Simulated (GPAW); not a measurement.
# Work function of Cl/Rh(100) at several levels

Aim: the work function of both faces of Cl/Rh(100), and its spread over functionals and bases.

Program: GPAW 26.7.0. Level of theory: GPAW, PAW setups; slab in vacuum, relaxation, in the first sound run; inputs show where later runs differ. Results are calculated unless marked as measured.

Most raw output is cut from this account.

### Step 1. Starting point

The cell holds 5 atoms: 4 Rh and 1 Cl. Its edges and angles: a = 2.687 Å, b = 2.687 Å, c = 21.419 Å, α = 90.0°, β = 90.0°, γ = 90.0°. Vacuum lies along c.

### Step 2. Relaxing the atoms

Forces are removed first; all later runs use this geometry. The lowest 2 atoms are held at bulk positions and keep their forces.

Contents of run.py:

```python
import json
import numpy as np
from ase import Atoms
from ase.constraints import FixAtoms
from ase.optimize import BFGS
from gpaw import GPAW, PW

slab = Atoms(
    ['Rh', 'Rh', 'Rh', 'Rh', 'Cl'],
    positions=[
        [1.34350, 1.34350, 7.00000],
        [0.00000, 0.00000, 8.90000],
        [1.34350, 1.34350, 10.80000],
        [0.00000, 0.00000, 12.70000],
        [1.34350, 1.34350, 14.41868]],
    cell=[[2.68701, 0.0, 0.0], [0.0, 2.68701, 0.0], [0.0, 0.0, 21.41868]],
    pbc=[True, True, False])

slab.calc = GPAW(mode=PW(400), xc='PBE', kpts={'size': (12, 12, 1), 'gamma': True},
                 occupations={'name': 'fermi-dirac', 'width': 0.1}, nbands='160%',
                 convergence={'density': 1e-05}, maxiter=200,
                 poissonsolver={'dipolelayer': 'xy'},
                 symmetry={'tolerance': 1e-3, 'extra_ids': [1, 1, 0, 0, 0]}, txt='slab.txt')
result = {}
slab.set_constraint(FixAtoms([0, 1]))
path = []
opt = BFGS(slab, maxstep=0.2)
opt.attach(lambda: path.append((slab.get_potential_energy(), slab.positions.tolist(), slab.get_forces().tolist())))
result['relaxed'] = bool(opt.run(fmax=0.03, steps=40))
result['path'] = path
energy = slab.get_potential_energy()
fermi = slab.calc.get_fermi_level()
v = slab.calc.get_electrostatic_potential().mean((0, 1)) - fermi
n = slab.calc.get_pseudo_density().mean((0, 1))
L = slab.cell[2, 2]
z = np.arange(len(v)) * L / len(v)
low, high = slab.positions[:, 2].min(), slab.positions[:, 2].max()
below, above = np.interp([low - 4.8, high + 4.8], z, v)
slopes = [np.interp(x, z, np.gradient(v, z)) for x in (low - 4.8, high + 4.8)]
eps = np.array([[slab.calc.get_eigenvalues(k, s) for k in range(len(slab.calc.get_ibz_k_points()))]
                for s in range(slab.calc.get_number_of_spins())]) - fermi
top, bottom = eps[eps < 0].max(), eps[eps > 0].min()
dipole = slab.get_dipole_moment()[2]
print(f'energy {energy:.4f} eV, Fermi level {fermi:.4f} eV, dipole {dipole:.5f} e A')
print(f'potential 4.8 A off the faces, from the Fermi level: lower {below:.4f} eV, upper {above:.4f} eV')
print(f'slope of the potential there: lower {slopes[0]:.5f}, upper {slopes[1]:.5f} eV/A')
print(f'nearest levels on the mesh: {top:.4f} and {bottom:.4f} eV')
print('magnetic moment', round(slab.get_magnetic_moment(), 3))
result.update(energy=energy, fermi=fermi, dipole=dipole, below=below, above=above, slopes=slopes, edges=[top, bottom],
              z=z.tolist(), v=v.tolist(), n=n.tolist(), positions=slab.positions.tolist(),
              forces=slab.get_forces(apply_constraint=False).tolist(), moments=slab.get_magnetic_moments().tolist())
json.dump(result, open('result.json', 'w'))
```

Command:

```bash
OMP_NUM_THREADS=1 OPENBLAS_NUM_THREADS=1 python run.py
```

Wall time 26 min (1 thread of Arm Neoverse V2, shared host); peak memory 0.25 GiB.

This run has no spin polarisation, although Rh can carry a moment.

Relaxation path:

| step | energy less that of the first step (eV) | largest force (eV/Å) |
| --- | --- | --- |
| 1 | 0.0000 | 0.8915 |
| 2 | -0.0180 | 0.7630 |
| 3 | -0.0503 | 0.3422 |
| 4 | -0.0542 | 0.3178 |
| 5 | -0.0670 | 0.3610 |
| 6 | -0.0714 | 0.2742 |
| 7 | -0.0742 | 0.2812 |
| 8 | -0.0777 | 0.3473 |
| 9 | -0.0816 | 0.3249 |
| 10 | -0.0844 | 0.2039 |
| 11 | -0.0856 | 0.0702 |
| 12 | -0.0858 | 0.0165 |

The atoms that moved most (Å):

| atom | dx | dy | dz | length |
| --- | --- | --- | --- | --- |
| Cl5 | 0.000 | 0.000 | 0.249 | 0.249 |
| Rh4 | 0.000 | 0.000 | 0.056 | 0.056 |
| Rh3 | 0.000 | 0.000 | 0.054 | 0.054 |

Final coordinates:

```
Rh Cl
1.0
     2.68701    0.00000    0.00000
     0.00000    2.68701    0.00000
     0.00000    0.00000   21.41868
Rh Cl
4 1
Direct
  0.50000 0.50000 0.32682
  0.00000 0.00000 0.41553
  0.50000 0.50000 0.50676
  0.00000 0.00000 0.59554
  0.50000 0.50000 0.68479
```

Numbers from this step:

| Item | Value |
| --- | --- |
| dipole along the normal | -0.01116 e·Å |
| levels nearest the Fermi level on the mesh | -0.003751, 0.003157 eV from the Fermi level |
| upper work function | 5.371 eV |
| lower work function | 5.095 eV |

The electrostatic potential energy of an electron (without an applied field's), less the Fermi level, planar mean oscillates, so the rows of the table below give means over windows of 1.93 Å about each position, cut where the curve ends. Its maxima inside the range that stand out by 2 % of the span (Å: eV): 7.9: -2.81, 9.9: -2.49, 11.8: -2.98, 13.8: -1.61. Its minima: 7.0: -21.6, 8.9: -22.1, 10.8: -22.1, 12.7: -22.0, 14.7: -23.6.

The electrostatic potential energy of an electron (without an applied field's), less the Fermi level, planar mean by z; means over each step:

| z (Å) | electrostatic potential energy of an electron (without an applied field's), less the Fermi level, planar mean (eV) |
| --- | --- |
| 0.96 | 5.11 |
| 2.90 | 5.09 |
| 4.83 | 4.64 |
| 6.76 | -10.2 |
| 8.69 | -11.6 |
| 10.62 | -11.6 |
| 12.55 | -11.6 |
| 14.48 | -9.51 |
| 16.41 | 4.68 |
| 18.34 | 5.37 |
| 20.27 | 5.37 |

Table of pseudo valence density, planar mean by z:

| z (Å) | pseudo valence density, planar mean (e/Å³) |
| --- | --- |
| 0.00 | 0 |
| 0.64 | 0 |
| 1.07 | 0 |
| 1.71 | 0 |
| 2.36 | 1.3e-5 |
| 2.78 | 3.6e-5 |
| 3.43 | 1.9e-4 |
| 4.07 | 9.7e-4 |
| 4.50 | 0.00291 |
| 5.14 | 0.0155 |
| 5.78 | 0.0880 |
| 6.21 | 0.302 |
| 6.85 | 2.02 |
| 7.50 | 0.799 |
| 7.92 | 0.419 |
| 8.57 | 1.31 |
| 9.21 | 1.39 |
| 9.64 | 0.457 |
| 10.28 | 0.631 |
| 10.92 | 2.21 |
| 11.57 | 0.488 |
| 11.99 | 0.465 |
| 12.64 | 2.11 |
| 13.28 | 0.689 |
| 13.71 | 0.345 |
| 14.35 | 0.655 |
| 14.99 | 0.623 |
| 15.42 | 0.284 |
| 16.06 | 0.0339 |
| 16.71 | 0.00371 |
| 17.13 | 8.9e-4 |
| 17.78 | 1.2e-4 |
| 18.42 | 1.2e-5 |
| 18.85 | 0 |
| 19.49 | 2.7e-6 |
| 20.13 | 0 |
| 20.56 | 0 |
| 21.20 | 0 |

The relaxation lowered the energy of the cell by 0.0858 eV (energies extrapolated to zero smearing; the optimiser's log prints free energies). The largest force left on a free atom is 0.017 eV/Å.

### Step 3. The slab's potential

With the geometry fixed, the planar mean of the potential gives the vacuum level on each side.

This step: GPAW, PAW setups; slab in vacuum (GPAW 26.7.0).

Edit run.py of step 2 so:

```diff
@@ -3,4 +3,2 @@
 from ase import Atoms
-from ase.constraints import FixAtoms
-from ase.optimize import BFGS
 from gpaw import GPAW, PW
@@ -12,5 +10,5 @@
         [0.00000, 0.00000, 8.90000],
-        [1.34350, 1.34350, 10.80000],
-        [0.00000, 0.00000, 12.70000],
-        [1.34350, 1.34350, 14.41868]],
+        [1.34350, 1.34350, 10.85412],
+        [-0.00000, 0.00000, 12.75571],
+        [1.34350, 1.34350, 14.66719]],
     cell=[[2.68701, 0.0, 0.0], [0.0, 2.68701, 0.0], [0.0, 0.0, 21.41868]],
@@ -22,10 +20,4 @@
                  poissonsolver={'dipolelayer': 'xy'},
-                 symmetry={'tolerance': 1e-3, 'extra_ids': [1, 1, 0, 0, 0]}, txt='slab.txt')
+                 symmetry={'tolerance': 1e-3}, txt='slab.txt')
 result = {}
-slab.set_constraint(FixAtoms([0, 1]))
-path = []
-opt = BFGS(slab, maxstep=0.2)
-opt.attach(lambda: path.append((slab.get_potential_energy(), slab.positions.tolist(), slab.get_forces().tolist())))
-result['relaxed'] = bool(opt.run(fmax=0.03, steps=40))
-result['path'] = path
 energy = slab.get_potential_energy()
```

Elapsed: 2.6 min, on 1 thread; peak memory 0.24 GiB.

This step gave:

```
dipole along the normal                    : -0.01098 e·Å
levels nearest the Fermi level on the mesh : -0.003764, 0.003143 eV from the Fermi level
```

The electrostatic potential energy of an electron (without an applied field's), less the Fermi level, planar mean oscillates, so the rows of the table below give means over windows of 1.93 Å about each position, cut where the curve ends. Its maxima inside the range that stand out by 2 % of the span (Å: eV): 7.9: -2.81, 9.9: -2.49, 11.8: -2.98, 13.8: -1.61. Its minima: 7.0: -21.6, 8.9: -22.1, 10.8: -22.1, 12.7: -22.0, 14.7: -23.6.

Electrostatic potential energy of an electron (without an applied field's), less the Fermi level, planar mean against z; means over each step:

(Unchanged from step 2.)

The pseudo valence density, planar mean by z:

z (Å), pseudo valence density, planar mean (e/Å³) and a bar from the least value:
```
     0.00       0.00 
     0.64       0.00 
     1.07       0.00 
     1.71       0.00 
     2.36       0.00 
     2.78       0.00 
     3.43       0.00 
     4.07       0.00 
     4.50       0.00 
     5.14       0.02 
     5.78       0.09 #
     6.21       0.30 ####
     6.85       2.02 ###########################
     7.50       0.80 ###########
     7.92       0.42 ######
     8.57       1.31 ##################
     9.21       1.39 ###################
     9.64       0.46 ######
    10.28       0.63 #########
    10.92       2.21 ##############################
    11.57       0.49 #######
    11.99       0.47 ######
    12.64       2.11 #############################
    13.28       0.69 #########
    13.71       0.34 #####
    14.35       0.66 #########
    14.99       0.62 ########
    15.42       0.28 ####
    16.06       0.03 
    16.71       0.00 
    17.13       0.00 
    17.78       0.00 
    18.42       0.00 
    18.85       0.00 
    19.49       0.00 
    20.13       0.00 
    20.56       0.00 
    21.20       0.00
```

Force by atom:

| atom | x (eV/Å) | y (eV/Å) | z (eV/Å) | size |
| --- | --- | --- | --- | --- |
| Rh1 | 0.000 | 0.000 | 0.271 | 0.271 |
| Rh2 | 0.000 | 0.000 | -0.265 | 0.265 |
| Rh3 | 0.000 | 0.000 | 0.003 | 0.003 |
| Rh4 | 0.000 | 0.000 | -0.017 | 0.017 |
| Cl5 | 0.000 | 0.000 | 0.007 | 0.007 |

The potential is flat to 5.4e-4 eV/Å where it is read, so the vacuum is wide enough.

### Step 4. Self-consistent run: xc = "revPBE"

The same geometry under revPBE, to see how far the functional moves the levels against the vacuum.

Edit run.py of step 3 so:

```diff
@@ -16,3 +16,3 @@
 
-slab.calc = GPAW(mode=PW(400), xc='PBE', kpts={'size': (12, 12, 1), 'gamma': True},
+slab.calc = GPAW(mode=PW(400), xc='revPBE', kpts={'size': (12, 12, 1), 'gamma': True},
                  occupations={'name': 'fermi-dirac', 'width': 0.1}, nbands='160%',
```

The job ended after 2.5 min (1 thread; peak memory 0.24 GiB).

Numbers from this step:

```yaml
dipole_along_the_normal: -0.01302 e·Å
levels_nearest_the_fermi_level_on_the_mesh: -0.007013, 0.002498 eV from the Fermi level
upper_work_function: 5.269 eV
lower_work_function: 4.942 eV
```

The electrostatic potential energy of an electron (without an applied field's), less the Fermi level, planar mean by z:

| z (Å) | electrostatic potential energy of an electron (without an applied field's), less the Fermi level, planar mean (eV) |
| --- | --- |
| 0.0 | 5.11 |
| 0.5 | 4.94 |
| 1.0 | 4.94 |
| 1.5 | 4.94 |
| 2.0 | 4.94 |
| 2.5 | 4.94 |
| 3.0 | 4.94 |
| 3.5 | 4.94 |
| 4.0 | 4.92 |
| 4.5 | 4.86 |
| 5.0 | 4.65 |
| 5.5 | 3.89 |
| 6.0 | 1.03 |
| 6.5 | -9.45 |
| 7.0 | -21.5 |
| 7.5 | -9.93 |
| 8.0 | -3.07 |
| 8.5 | -13.4 |
| 9.0 | -21.4 |
| 9.5 | -7.47 |
| 10.0 | -3.16 |
| 10.5 | -15.0 |
| 11.0 | -20.6 |
| 11.5 | -6.58 |
| 12.0 | -4.38 |
| 12.5 | -17.8 |
| 13.0 | -18.3 |
| 13.5 | -4.33 |
| 14.0 | -3.21 |
| 14.5 | -20.0 |
| 15.0 | -12.3 |
| 15.5 | 1.65 |
| 16.0 | 4.62 |
| 16.5 | 5.15 |
| 17.0 | 5.24 |
| 17.5 | 5.26 |
| 18.0 | 5.27 |
| 18.5 | 5.27 |
| 19.0 | 5.27 |
| 19.5 | 5.27 |
| 20.0 | 5.27 |
| 20.5 | 5.27 |
| 21.0 | 5.27 |

Table of pseudo valence density, planar mean by z:

| z (Å) | pseudo valence density, planar mean (e/Å³) |
| --- | --- |
| 0.00 | 0 |
| 0.64 | 0 |
| 1.07 | 0 |
| 1.71 | 0 |
| 2.36 | 1.4e-5 |
| 2.78 | 3.8e-5 |
| 3.43 | 1.9e-4 |
| 4.07 | 9.5e-4 |
| 4.50 | 0.00283 |
| 5.14 | 0.0152 |
| 5.78 | 0.0877 |
| 6.21 | 0.302 |
| 6.85 | 2.02 |
| 7.50 | 0.799 |
| 7.92 | 0.418 |
| 8.57 | 1.31 |
| 9.21 | 1.39 |
| 9.64 | 0.456 |
| 10.28 | 0.631 |
| 10.92 | 2.21 |
| 11.57 | 0.487 |
| 11.99 | 0.464 |
| 12.64 | 2.11 |
| 13.28 | 0.689 |
| 13.71 | 0.344 |
| 14.35 | 0.655 |
| 14.99 | 0.624 |
| 15.42 | 0.285 |
| 16.06 | 0.0335 |
| 16.71 | 0.00362 |
| 17.13 | 8.8e-4 |
| 17.78 | 1.2e-4 |
| 18.42 | 1.3e-5 |
| 18.85 | 0 |
| 19.49 | 2.8e-6 |
| 20.13 | 0 |
| 20.56 | 0 |
| 21.20 | 0 |

Force by atom:

| atom | x (eV/Å) | y (eV/Å) | z (eV/Å) | size |
| --- | --- | --- | --- | --- |
| Rh1 | 0.000 | 0.000 | 0.086 | 0.086 |
| Rh2 | 0.000 | 0.000 | -0.244 | 0.244 |
| Rh3 | 0.000 | 0.000 | -0.012 | 0.012 |
| Rh4 | 0.000 | 0.000 | 0.034 | 0.034 |
| Cl5 | 0.000 | 0.000 | 0.135 | 0.135 |

The upper face's work function is 5.269 eV, against 5.371 eV in the first plane-wave PBE run at this geometry.

### Step 5. Self-consistent run: xc = "LDA"

The same geometry under LDA, to see how far the functional moves the levels against the vacuum.

Edit run.py of step 4 so:

```diff
@@ -16,3 +16,3 @@
 
-slab.calc = GPAW(mode=PW(400), xc='revPBE', kpts={'size': (12, 12, 1), 'gamma': True},
+slab.calc = GPAW(mode=PW(400), xc='LDA', kpts={'size': (12, 12, 1), 'gamma': True},
                  occupations={'name': 'fermi-dirac', 'width': 0.1}, nbands='160%',
```

Elapsed: 2.5 min, on 1 thread; peak memory 0.24 GiB.

This step gave:

| Property | Result |
| --- | --- |
| dipole along the normal | -0.005685 e·Å |
| levels nearest the Fermi level on the mesh | -0.009945, 0.006260 eV from the Fermi level |
| upper work function | 5.617 eV |
| lower work function | 5.473 eV |

The electrostatic potential energy of an electron (without an applied field's), less the Fermi level, planar mean oscillates, so the rows of the table below give means over windows of 1.93 Å about each position, cut where the curve ends. Its maxima inside the range that stand out by 2 % of the span (Å: eV): 7.9: -2.43, 9.9: -2.12, 11.8: -2.61, 13.8: -1.32. Its minima: 7.0: -21.4, 8.9: -21.9, 10.8: -21.9, 12.7: -21.8, 14.7: -23.4.

The electrostatic potential energy of an electron (without an applied field's), less the Fermi level, planar mean by z; means over each step:

z (Å), electrostatic potential energy of an electron (without an applied field's), less the Fermi level, planar mean (eV) and a bar from the least value:
```
     0.96        5.5 ##############################
     2.90        5.5 ##############################
     4.83        5.0 #############################
     6.76       -9.9 ###
     8.69      -11.3 
    10.62      -11.3 
    12.55      -11.3 
    14.48       -9.3 ####
    16.41        4.9 #############################
    18.34        5.6 ##############################
    20.27        5.6 ##############################
```

The upper face's work function is 5.617 eV, against 5.371 eV in the first plane-wave PBE run at this geometry.

### Step 6. Self-consistent run: xc = "vdW-DF2"

The same geometry under vdW-DF2, to see how far the functional moves the levels against the vacuum (the van der Waals functionals take revPBE setups).

Edit run.py of step 5 so:

```diff
@@ -16,3 +16,3 @@
 
-slab.calc = GPAW(mode=PW(400), xc='LDA', kpts={'size': (12, 12, 1), 'gamma': True},
+slab.calc = GPAW(mode=PW(400), xc='vdW-DF2', kpts={'size': (12, 12, 1), 'gamma': True},
                  occupations={'name': 'fermi-dirac', 'width': 0.1}, nbands='160%',
```

Elapsed: 2.6 min, on 1 thread; peak memory 0.35 GiB.

This step gave:

```
dipole along the normal                    : -0.01625 e·Å
levels nearest the Fermi level on the mesh : -0.001584, 0.005308 eV from the Fermi level
upper work function                        : 5.853 eV
lower work function                        : 5.444 eV
```

The electrostatic potential energy of an electron (without an applied field's), less the Fermi level, planar mean oscillates, so the rows of the table below give means over windows of 1.93 Å about each position, cut where the curve ends. Its maxima inside the range that stand out by 2 % of the span (Å: eV): 7.9: -3.13, 9.9: -2.81, 11.8: -3.28, 13.8: -1.74. Its minima: 7.0: -21.6, 8.9: -22.1, 10.8: -22.1, 12.7: -22.0, 14.7: -23.4.

Table of electrostatic potential energy of an electron (without an applied field's), less the Fermi level, planar mean by z; means over each step:

z (Å), electrostatic potential energy of an electron (without an applied field's), less the Fermi level, planar mean (eV) and a bar from the least value:
```
     0.96        5.5 #############################
     2.90        5.4 #############################
     4.83        4.9 ############################
     6.76      -10.2 ###
     8.69      -11.8 
    10.62      -11.7 
    12.55      -11.8 
    14.48       -9.4 ####
    16.41        5.1 #############################
    18.34        5.9 ##############################
    20.27        5.8 ##############################
```

The upper face's work function is 5.853 eV, against 5.371 eV in the first plane-wave PBE run at this geometry.

### Step 7. OptPBE vdW: xc = "optPBE-vdW"

The same geometry under optPBE-vdW, to see how far the functional moves the levels against the vacuum (the van der Waals functionals take revPBE setups).

Edit run.py of step 6 so:

```diff
@@ -16,3 +16,3 @@
 
-slab.calc = GPAW(mode=PW(400), xc='vdW-DF2', kpts={'size': (12, 12, 1), 'gamma': True},
+slab.calc = GPAW(mode=PW(400), xc='optPBE-vdW', kpts={'size': (12, 12, 1), 'gamma': True},
                  occupations={'name': 'fermi-dirac', 'width': 0.1}, nbands='160%',
```

Run time: 2.8 min. Hardware: 1 thread; peak memory 0.35 GiB.

This step gave:

```
dipole along the normal                    : -0.01455 e·Å
levels nearest the Fermi level on the mesh : -0.01233, 0.002435 eV from the Fermi level
upper work function                        : 5.633 eV
lower work function                        : 5.267 eV
```

The upper face's work function is 5.633 eV, against 5.371 eV in the first plane-wave PBE run at this geometry.

### Step 8. Self-consistent run: xc = "RPBE"

The same geometry under RPBE, to see how far the functional moves the levels against the vacuum.

Edit run.py of step 7 so:

```diff
@@ -16,3 +16,3 @@
 
-slab.calc = GPAW(mode=PW(400), xc='optPBE-vdW', kpts={'size': (12, 12, 1), 'gamma': True},
+slab.calc = GPAW(mode=PW(400), xc='RPBE', kpts={'size': (12, 12, 1), 'gamma': True},
                  occupations={'name': 'fermi-dirac', 'width': 0.1}, nbands='160%',
```

It took 2.4 min on 1 thread; peak memory 0.24 GiB.

Numbers from this step:

| Property | Result |
| --- | --- |
| dipole along the normal | -0.01406 e·Å |
| levels nearest the Fermi level on the mesh | -0.008273, 0.002443 eV from the Fermi level |
| upper work function | 5.272 eV |
| lower work function | 4.918 eV |

The electrostatic potential energy of an electron (without an applied field's), less the Fermi level, planar mean oscillates, so the rows of the table below give means over windows of 1.93 Å about each position, cut where the curve ends. Its maxima inside the range that stand out by 2 % of the span (Å: eV): 7.9: -2.91, 9.9: -2.59, 11.8: -3.08, 13.8: -1.70. Its minima: 7.0: -21.6, 8.9: -22.2, 10.8: -22.1, 12.7: -22.1, 14.7: -23.7.

The electrostatic potential energy of an electron (without an applied field's), less the Fermi level, planar mean by z; means over each step:

| z (Å) | electrostatic potential energy of an electron (without an applied field's), less the Fermi level, planar mean (eV) |
| --- | --- |
| 0.96 | 4.94 |
| 2.90 | 4.91 |
| 4.83 | 4.47 |
| 6.76 | -10.3 |
| 8.69 | -11.7 |
| 10.62 | -11.6 |
| 12.55 | -11.7 |
| 14.48 | -9.59 |
| 16.41 | 4.59 |
| 18.34 | 5.27 |
| 20.27 | 5.27 |

The upper face's work function is 5.272 eV, against 5.371 eV in the first plane-wave PBE run at this geometry.

### Step 9. Real-space grid: mode = "fd"

A real-space grid is a second complete basis, so it checks the plane-wave result.

Edit run.py of step 8 so:

```diff
@@ -3,3 +3,3 @@
 from ase import Atoms
-from gpaw import GPAW, PW
+from gpaw import GPAW
 
@@ -16,3 +16,3 @@
 
-slab.calc = GPAW(mode=PW(400), xc='RPBE', kpts={'size': (12, 12, 1), 'gamma': True},
+slab.calc = GPAW(mode='fd', h=0.18, xc='PBE', kpts={'size': (12, 12, 1), 'gamma': True},
                  occupations={'name': 'fermi-dirac', 'width': 0.1}, nbands='160%',
```

Elapsed: 17 min, on 1 thread; peak memory 1.3 GiB.

Numbers from this step:

```
dipole along the normal                    : -0.01103 e·Å
levels nearest the Fermi level on the mesh : -0.003406, 0.002608 eV from the Fermi level
upper work function                        : 5.370 eV
lower work function                        : 5.094 eV
```

The upper face's work function is 5.370 eV, against 5.371 eV in the first plane-wave PBE run at this geometry.

[end of part 1 of 2]

[Logs are printed without paths, hosts, clocks, repeated set-up lines and the standing remarks that a program may print on its own settings, such as how far it seeks lower states.]

[Hosts, paths, dates, database ids (printed as entryN), source tags and the programs' standing remarks are cut or masked in the printed files.]
